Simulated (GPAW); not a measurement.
# Si/Mo(100): work function by functional and basis, part 2 of 2

How far do functional and basis move the work function of Si/Mo(100)?

GPAW 26.7.0; GPAW, PAW setups; slab in vacuum, relaxation (the session's first sound run).

So far, upper work function (eV): step 2 (relaxation, PBE, GPAW) 5.05; step 3 (the slab's potential, PBE, GPAW) 5.05; step 4 (self-consistent run: xc = "vdW-DF2", GPAW, PAW setups, GPAW) 5.30; step 5 (self-consistent run: xc = "LDA") 5.22.

### Step 6. Self-consistent run: xc = "RPBE"

The same geometry under RPBE, to see how far the functional moves the levels against the vacuum.

run.py

```python
import json
import numpy as np
from ase import Atoms
from gpaw import GPAW, PW

slab = Atoms(
    ['Mo', 'Mo', 'Mo', 'Mo', 'Mo', 'Si'],
    positions=[
        [0.00000, 0.00000, 8.00000],
        [1.57500, 1.57500, 9.57500],
        [0.00000, 0.00000, 11.15000],
        [1.57500, 1.57500, 12.76028],
        [0.00000, 0.00000, 14.27058],
        [1.57500, -0.00000, 16.26258]],
    cell=[[3.15, 0.0, 0.0], [0.0, 3.15, 0.0], [0.0, 0.0, 24.59384]],
    pbc=[True, True, False])

slab.calc = GPAW(mode=PW(400), xc='RPBE', kpts={'size': (10, 10, 1), 'gamma': True},
                 occupations={'name': 'fermi-dirac', 'width': 0.1}, nbands='200%',
                 convergence={'density': 1e-05}, maxiter=200,
                 poissonsolver={'dipolelayer': 'xy'},
                 symmetry={'tolerance': 1e-3}, txt='slab.txt')
result = {}
energy = slab.get_potential_energy()
fermi = slab.calc.get_fermi_level()
v = slab.calc.get_electrostatic_potential().mean((0, 1)) - fermi
n = slab.calc.get_pseudo_density().mean((0, 1))
L = slab.cell[2, 2]
z = np.arange(len(v)) * L / len(v)
low, high = slab.positions[:, 2].min(), slab.positions[:, 2].max()
below, above = np.interp([low - 5.8, high + 5.8], z, v)
slopes = [np.interp(x, z, np.gradient(v, z)) for x in (low - 5.8, high + 5.8)]
eps = np.array([[slab.calc.get_eigenvalues(k, s) for k in range(len(slab.calc.get_ibz_k_points()))]
                for s in range(slab.calc.get_number_of_spins())]) - fermi
top, bottom = eps[eps < 0].max(), eps[eps > 0].min()
dipole = slab.get_dipole_moment()[2]
print(f'energy {energy:.4f} eV, Fermi level {fermi:.4f} eV, dipole {dipole:.5f} e A')
print(f'potential 5.8 A off the faces, from the Fermi level: lower {below:.4f} eV, upper {above:.4f} eV')
print(f'slope of the potential there: lower {slopes[0]:.5f}, upper {slopes[1]:.5f} eV/A')
print(f'nearest levels on the mesh: {top:.4f} and {bottom:.4f} eV')
print('magnetic moment', round(slab.get_magnetic_moment(), 3))
result.update(energy=energy, fermi=fermi, dipole=dipole, below=below, above=above, slopes=slopes, edges=[top, bottom],
              z=z.tolist(), v=v.tolist(), n=n.tolist(), positions=slab.positions.tolist(),
              forces=slab.get_forces(apply_constraint=False).tolist(), moments=slab.get_magnetic_moments().tolist())
json.dump(result, open('result.json', 'w'))
```

On the command line:

```
$ OMP_NUM_THREADS=1 OPENBLAS_NUM_THREADS=1 python run.py
```

What it wrote:

```text
energy -54.5793 eV, Fermi level 2.1714 eV, dipole -0.06398 e A
potential 5.8 A off the faces, from the Fermi level: lower 3.8090 eV, upper 4.9764 eV
slope of the potential there: lower -0.00043, upper -0.00016 eV/A
nearest levels on the mesh: -0.0047 and 0.0006 eV
magnetic moment 0.0
```

Wall time 7.4 min (1 thread of Arm Neoverse V1, shared host); peak memory 0.41 GiB.

Numbers from this step:

```yaml
dipole_along_the_normal: -0.06398 e·Å
levels_nearest_the_fermi_level_on_the_mesh: -0.004667, 6.26e-4 eV from the Fermi level
upper_work_function: 4.976 eV
lower_work_function: 3.809 eV
```

The electrostatic potential energy of an electron (without an applied field's), less the Fermi level, planar mean oscillates, so the rows of the table below give means over windows of 1.59 Å about each position, cut where the curve ends. Its maxima inside the range that stand out by 2 % of the span (Å: eV): 8.8: -7.48, 10.3: -7.94, 12.0: -7.35, 13.5: -8.58, 15.4: -1.07. Its minima: 8.0: -19.2, 9.5: -19.6, 11.2: -19.8, 12.8: -19.5, 14.2: -19.3, 16.3: -11.8.

Table of electrostatic potential energy of an electron (without an applied field's), less the Fermi level, planar mean by z; means over each step:

```
z (Å)  electrostatic potential energy of an electron (without an applied field's), less the Fermi level, planar mean (eV)
 0.80                                                                                                                3.88
 2.39                                                                                                                3.81
 3.98                                                                                                                3.80
 5.57                                                                                                                3.52
 7.16                                                                                                               -4.63
 8.75                                                                                                               -13.2
10.34                                                                                                               -13.6
11.93                                                                                                               -13.1
13.52                                                                                                               -14.1
15.11                                                                                                               -6.66
16.70                                                                                                               -4.95
18.29                                                                                                                4.56
19.88                                                                                                                4.97
21.47                                                                                                                4.98
23.06                                                                                                                4.98
```

The upper face's work function is 4.976 eV, against 5.047 eV in the first plane-wave PBE run at this geometry.

### Step 7. OptPBE vdW: xc = "optPBE-vdW"

The same geometry under optPBE-vdW, to see how far the functional moves the levels against the vacuum (the van der Waals functionals take revPBE setups).

Changes to run.py since step 6:

```diff
@@ -17,3 +17,3 @@
 
-slab.calc = GPAW(mode=PW(400), xc='RPBE', kpts={'size': (10, 10, 1), 'gamma': True},
+slab.calc = GPAW(mode=PW(400), xc='optPBE-vdW', kpts={'size': (10, 10, 1), 'gamma': True},
                  occupations={'name': 'fermi-dirac', 'width': 0.1}, nbands='200%',
```

What it wrote:

```text
energy -129.9706 eV, Fermi level 1.9597 eV, dipole -0.05470 e A
potential 5.8 A off the faces, from the Fermi level: lower 4.2174 eV, upper 5.2155 eV
slope of the potential there: lower -0.00056, upper -0.00009 eV/A
nearest levels on the mesh: -0.0042 and 0.0021 eV
magnetic moment 0.0
```

It took 7.4 min on 1 thread; peak memory 0.55 GiB.

Numbers from this step:

```yaml
dipole_along_the_normal: -0.05470 e·Å
levels_nearest_the_fermi_level_on_the_mesh: -0.004225, 0.002081 eV from the Fermi level
upper_work_function: 5.215 eV
lower_work_function: 4.217 eV
```

The electrostatic potential energy of an electron (without an applied field's), less the Fermi level, planar mean oscillates, so the rows of the table below give means over windows of 1.59 Å about each position, cut where the curve ends. Its maxima inside the range that stand out by 2 % of the span (Å: eV): 8.8: -7.41, 10.3: -7.86, 12.0: -7.28, 13.5: -8.50, 15.4: -1.03. Its minima: 8.0: -19.1, 9.5: -19.5, 11.2: -19.7, 12.8: -19.4, 14.2: -19.2, 16.3: -11.8.

The electrostatic potential energy of an electron (without an applied field's), less the Fermi level, planar mean by z; means over each step:

```
z (Å)  electrostatic potential energy of an electron (without an applied field's), less the Fermi level, planar mean (eV)
 0.80                                                                                                                4.28
 2.39                                                                                                                4.22
 3.98                                                                                                                4.20
 5.57                                                                                                                3.88
 7.16                                                                                                               -4.46
 8.75                                                                                                               -13.1
10.34                                                                                                               -13.5
11.93                                                                                                               -13.0
13.52                                                                                                               -14.0
15.11                                                                                                               -6.60
16.70                                                                                                               -4.86
18.29                                                                                                                4.76
19.88                                                                                                                5.20
21.47                                                                                                                5.22
23.06                                                                                                                5.22
```

The upper face's work function is 5.215 eV, against 5.047 eV in the first plane-wave PBE run at this geometry.

### Step 8. Self-consistent run: xc = "revPBE"

The same geometry under revPBE, to see how far the functional moves the levels against the vacuum.

Changes to run.py since step 7:

```diff
@@ -17,3 +17,3 @@
 
-slab.calc = GPAW(mode=PW(400), xc='optPBE-vdW', kpts={'size': (10, 10, 1), 'gamma': True},
+slab.calc = GPAW(mode=PW(400), xc='revPBE', kpts={'size': (10, 10, 1), 'gamma': True},
                  occupations={'name': 'fermi-dirac', 'width': 0.1}, nbands='200%',
```

What it wrote:

```text
energy -55.1716 eV, Fermi level 2.1564 eV, dipole -0.06259 e A
potential 5.8 A off the faces, from the Fermi level: lower 3.8309 eV, upper 4.9728 eV
slope of the potential there: lower -0.00041, upper -0.00015 eV/A
nearest levels on the mesh: -0.0061 and 0.0010 eV
magnetic moment 0.0
```

Elapsed: 7.4 min, on 1 thread; peak memory 0.41 GiB.

This step gave:

- dipole along the normal: -0.06259 e·Å
- levels nearest the Fermi level on the mesh: -0.006076, 0.001048 eV from the Fermi level
- upper work function: 4.973 eV
- lower work function: 3.831 eV

The upper face's work function is 4.973 eV, against 5.047 eV in the first plane-wave PBE run at this geometry.

### Step 9. Real-space grid: mode = "fd"

A real-space grid is a second complete basis, so it checks the plane-wave result.

Changes to run.py since step 8:

```diff
@@ -3,3 +3,3 @@
 from ase import Atoms
-from gpaw import GPAW, PW
+from gpaw import GPAW
 
@@ -17,3 +17,3 @@
 
-slab.calc = GPAW(mode=PW(400), xc='revPBE', kpts={'size': (10, 10, 1), 'gamma': True},
+slab.calc = GPAW(mode='fd', h=0.18, xc='PBE', kpts={'size': (10, 10, 1), 'gamma': True},
                  occupations={'name': 'fermi-dirac', 'width': 0.1}, nbands='200%',
```

What it wrote:

```text
energy -57.7003 eV, Fermi level -4.5151 eV, dipole -0.05825 e A
potential 5.8 A off the faces, from the Fermi level: lower 3.9838 eV, upper 5.0462 eV
slope of the potential there: lower -0.00024, upper 0.00004 eV/A
nearest levels on the mesh: -0.0001 and 0.0027 eV
magnetic moment 0.0
```

Elapsed: 31 min, on 1 thread; peak memory 2 GiB.

This step gave:

```yaml
dipole_along_the_normal: -0.05825 e·Å
levels_nearest_the_fermi_level_on_the_mesh: -1.21e-4, 0.002708 eV from the Fermi level
upper_work_function: 5.046 eV
lower_work_function: 3.984 eV
```

The electrostatic potential energy of an electron (without an applied field's), less the Fermi level, planar mean oscillates, so the rows of the table below give means over windows of 1.58 Å about each position, cut where the curve ends. Its maxima inside the range that stand out by 2 % of the span (Å: eV): 8.8: -7.39, 10.4: -7.91, 11.9: -7.25, 13.5: -8.57, 15.4: -0.986. Its minima: 8.0: -19.0, 9.6: -19.6, 11.1: -19.7, 12.7: -19.6, 14.3: -19.2, 16.3: -11.8.

Table of electrostatic potential energy of an electron (without an applied field's), less the Fermi level, planar mean by z; means over each step:

z (Å), electrostatic potential energy of an electron (without an applied field's), less the Fermi level, planar mean (eV) and a bar from the least value:
```
     0.79        4.0 ############################
     2.37        4.0 ############################
     3.95        4.0 ############################
     5.53        3.7 ############################
     7.11       -3.9 ################
     8.69      -13.1 #
    10.27      -13.5 #
    11.85      -13.0 ##
    13.43      -14.0 
    15.01       -7.3 ###########
    16.59       -5.5 #############
    18.17        4.5 #############################
    19.75        5.0 ##############################
    21.33        5.0 ##############################
    22.91        5.0 ##############################
    24.49        5.0 ##############################
```

The upper face's work function is 5.046 eV, against 5.047 eV in the first plane-wave PBE run at this geometry.

### Step 10. Atomic orbitals: mode = "lcao"

Atom-centred orbitals end a few angstrom from the surface, which tests how much the density's tail matters.

Changes to run.py since step 9:

```diff
@@ -17,4 +17,4 @@
 
-slab.calc = GPAW(mode='fd', h=0.18, xc='PBE', kpts={'size': (10, 10, 1), 'gamma': True},
-                 occupations={'name': 'fermi-dirac', 'width': 0.1}, nbands='200%',
+slab.calc = GPAW(mode='lcao', basis='dzp', h=0.18, xc='PBE', kpts={'size': (10, 10, 1), 'gamma': True},
+                 occupations={'name': 'fermi-dirac', 'width': 0.1}, nbands='120%',
                  convergence={'density': 1e-05}, maxiter=200,
```

What it wrote:

```text
energy -54.5616 eV, Fermi level -4.4742 eV, dipole -0.05623 e A
potential 5.8 A off the faces, from the Fermi level: lower 3.9615 eV, upper 4.9870 eV
slope of the potential there: lower -0.00004, upper 0.00000 eV/A
nearest levels on the mesh: -0.0006 and 0.0025 eV
magnetic moment 0.0
```

The job ended after 55 min (1 thread; peak memory 0.52 GiB).

This step gave:

| Property | Result |
| --- | --- |
| dipole along the normal | -0.05623 e·Å |
| levels nearest the Fermi level on the mesh | -6.45e-4, 0.002480 eV from the Fermi level |
| upper work function | 4.987 eV |
| lower work function | 3.961 eV |

The upper face's work function is 4.987 eV, against 5.047 eV in the first plane-wave PBE run at this geometry.

### Step 11. All levels side by side

Times are for 1 thread of Arm Neoverse V1, shared host. The runs compared:

```csv
no.,run,upper work function (eV),lower work function (eV),time,memory (GiB)
1,pw,5.047,3.984,7.1 min,0.41
2,vdW DF2,5.305,4.425,7.7 min,0.55
3,LDA,5.218,4.302,7.1 min,0.41
4,RPBE,4.976,3.809,7.4 min,0.41
5,optPBE vdW,5.215,4.217,7.4 min,0.55
6,revPBE,4.973,3.831,7.4 min,0.41
7,fd,5.046,3.984,31 min,2.0
8,lcao,4.987,3.961,55 min,0.52
```

### Step 12. Side by side

Results and costs are gathered.

This step: comparison of work functions, dipole and cost (GPAW 26.7.0).

Ladder, by row:

```csv
step,code,"work function, upper (eV)","work function, lower (eV)",dipole (e Å),wall time (s),peak memory (GiB),threads
pw,GPAW,5.047,3.984,-0.05824,427,0.41,1
vdW-DF2,GPAW,5.305,4.425,-0.04823,462,0.55,1
LDA,GPAW,5.218,4.302,-0.05016,423.7,0.41,1
RPBE,GPAW,4.976,3.809,-0.06398,442.2,0.41,1
optPBE-vdW,GPAW,5.215,4.217,-0.0547,441.6,0.55,1
revPBE,GPAW,4.973,3.831,-0.06259,444.4,0.41,1
fd,GPAW,5.046,3.984,-0.05825,1838,1.97,1
lcao,GPAW,4.987,3.961,-0.05623,3321,0.52,1
```

### Step 13. A changed run

One more run, with changed settings.

This step: GPAW, PAW setups; slab in vacuum (GPAW 26.7.0).

Changes to run.py since step 10:

```diff
@@ -3,3 +3,3 @@
 from ase import Atoms
-from gpaw import GPAW
+from gpaw import GPAW, PW
 
@@ -17,5 +17,5 @@
 
-slab.calc = GPAW(mode='lcao', basis='dzp', h=0.18, xc='PBE', kpts={'size': (10, 10, 1), 'gamma': True},
-                 occupations={'name': 'fermi-dirac', 'width': 0.1}, nbands='120%',
-                 convergence={'density': 1e-05}, maxiter=200,
+slab.calc = GPAW(mode=PW(400), xc='PBE', kpts={'size': (10, 10, 1), 'gamma': True},
+                 occupations={'name': 'fermi-dirac', 'width': 0.1}, nbands='100%',
+                 convergence={'density': 1e-05}, maxiter=50,
                  poissonsolver={'dipolelayer': 'xy'},
```

What it wrote:

```text
gpaw.KohnShamConvergenceError
```

Run time: 7.5 min. Hardware: 1 thread; peak memory 0.31 GiB.

The run stopped without converging, so none of its numbers is a property of the system.

The fault put into the input: too few bands, under a cap of 50 iterations, which ended the run (nbands = "100 % of the filled bands").

### Step 14. Results

| Quantity | Value |
| --- | --- |
| work function, upper and lower face | 5.047 and 3.984 eV |
| dipole along the normal | -0.0582 e Å |

In words: With plane waves and PBE the work function is 5.05 eV on the upper face and 3.98 eV on the lower. The two faces differ by 1.1 eV, the step that the slab's dipole makes (e p/(ε0 A) gives 1.1 eV), so the dipole layer is needed. Over the sound runs of the table the upper face's work function spans 4.973 (revPBE) to 5.305 eV (vdW-DF2). The cell of 9.92 Å² holds one Si, started on one chosen site; other sites and coverages weren't tried. The in-plane lattice was kept as typed, which isn't the functional's own and leaves some strain; spin-orbit coupling and temperature are left out.

[Logs are printed without paths, hosts, clocks, repeated set-up lines and the standing remarks that a program may print on its own settings, such as how far it seeks lower states.]

[Hosts, paths, dates, database ids (printed as entryN), source tags and the programs' standing remarks are cut or masked in the printed files.]
